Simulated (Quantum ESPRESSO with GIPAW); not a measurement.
# AlH3: which site gives which 27Al line?

The values are calculated: DFT, PBEsol, plane-wave PAW (pslibrary 1.0.0 recipes), scalar-relativistic, GIPAW shieldings (Quantum ESPRESSO with GIPAW, a patched development version). Shifts follow from reference lines fitted to measured solids with this functional and these files. 27Al bound to N, or without O or F neighbours: δ = (541.4 − σ) / 0.839, zero at aqueous Al3+, fitted to 4 measured values, from AlCl3, AlN, AlP and KAlH4, with a scatter of 2.1 ppm r.m.s., with σ taken with the shape term of a sphere (3.0 ppm here). Kinds of site that fitted badly were split off after the misses were seen, so the scatter is that of the points kept. Spans are on the shift scale.

```xyz
24
Lattice="3.2340 -5.5165 0.0000 3.2340 5.5165 0.0000 0.0000 0.0000 6.5396" Properties=species:S:1:pos:R:3 pbc="T T T"
Al    3.2340    0.0000    3.2698
Al    1.6170    2.7582    3.2698
Al    1.6170   -2.7582    3.2698
Al    3.2340    0.0000    0.0000
Al    1.6170    2.7582    0.0000
Al    1.6170   -2.7582    0.0000
H     4.4797   -1.1202    6.1438
H     1.9882   -1.1202    6.1438
H     3.2340    3.1409    6.1063
H     3.2340    0.5764    4.9047
H     4.5223   -3.2199    4.9047
H     1.9456   -3.2199    4.9047
H     3.2340    3.1409    3.7031
H     4.4797   -1.1202    3.6657
H     1.9882   -1.1202    3.6657
H     4.4797    1.1202    2.8739
H     1.9882    1.1202    2.8739
H     3.2340   -3.1409    2.8365
H     4.5223    3.2199    1.6349
H     1.9456    3.2199    1.6349
H     3.2340   -0.5764    1.6349
H     3.2340   -3.1409    0.4333
H     4.4797    1.1202    0.3959
H     1.9882    1.1202    0.3959
```

The cell is a computed entry of the Materials Project; it need not be the form that is stable at ambient conditions. The coordinates shown are those after relaxation (atoms relaxed).

The Al sites:

```
 site  atom no.  atoms in cell  site symmetry  surroundings     bonds (Å)
Al(1)         1              2            2/m          AlH6  1.72 to 1.73
Al(2)         2              4             -1          AlH6  1.72 to 1.73
```

The lines to be assigned:

```
line  δ_iso (ppm)  relative area  span (ppm)   skew
   A          6.2              2        26.9  -0.61
   B         -2.5              1        18.6  -0.25
```

Q: Assign the lines to the sites.

By the calculation: A is Al(2) (AlH6); B is Al(1) (AlH6). The areas settle A and B, whose multiplicities are unique.

[Banner, clock, file and message-heading lines were taken out of the pw.x and gipaw.x logs.]

[Logs are printed without paths, hosts, clocks, repeated set-up lines and the standing remarks that a program may print on its own settings, such as how far it seeks lower states.]

[Hosts, paths, dates, database ids (printed as entryN), source tags and the programs' standing remarks are cut or masked in the printed files.]
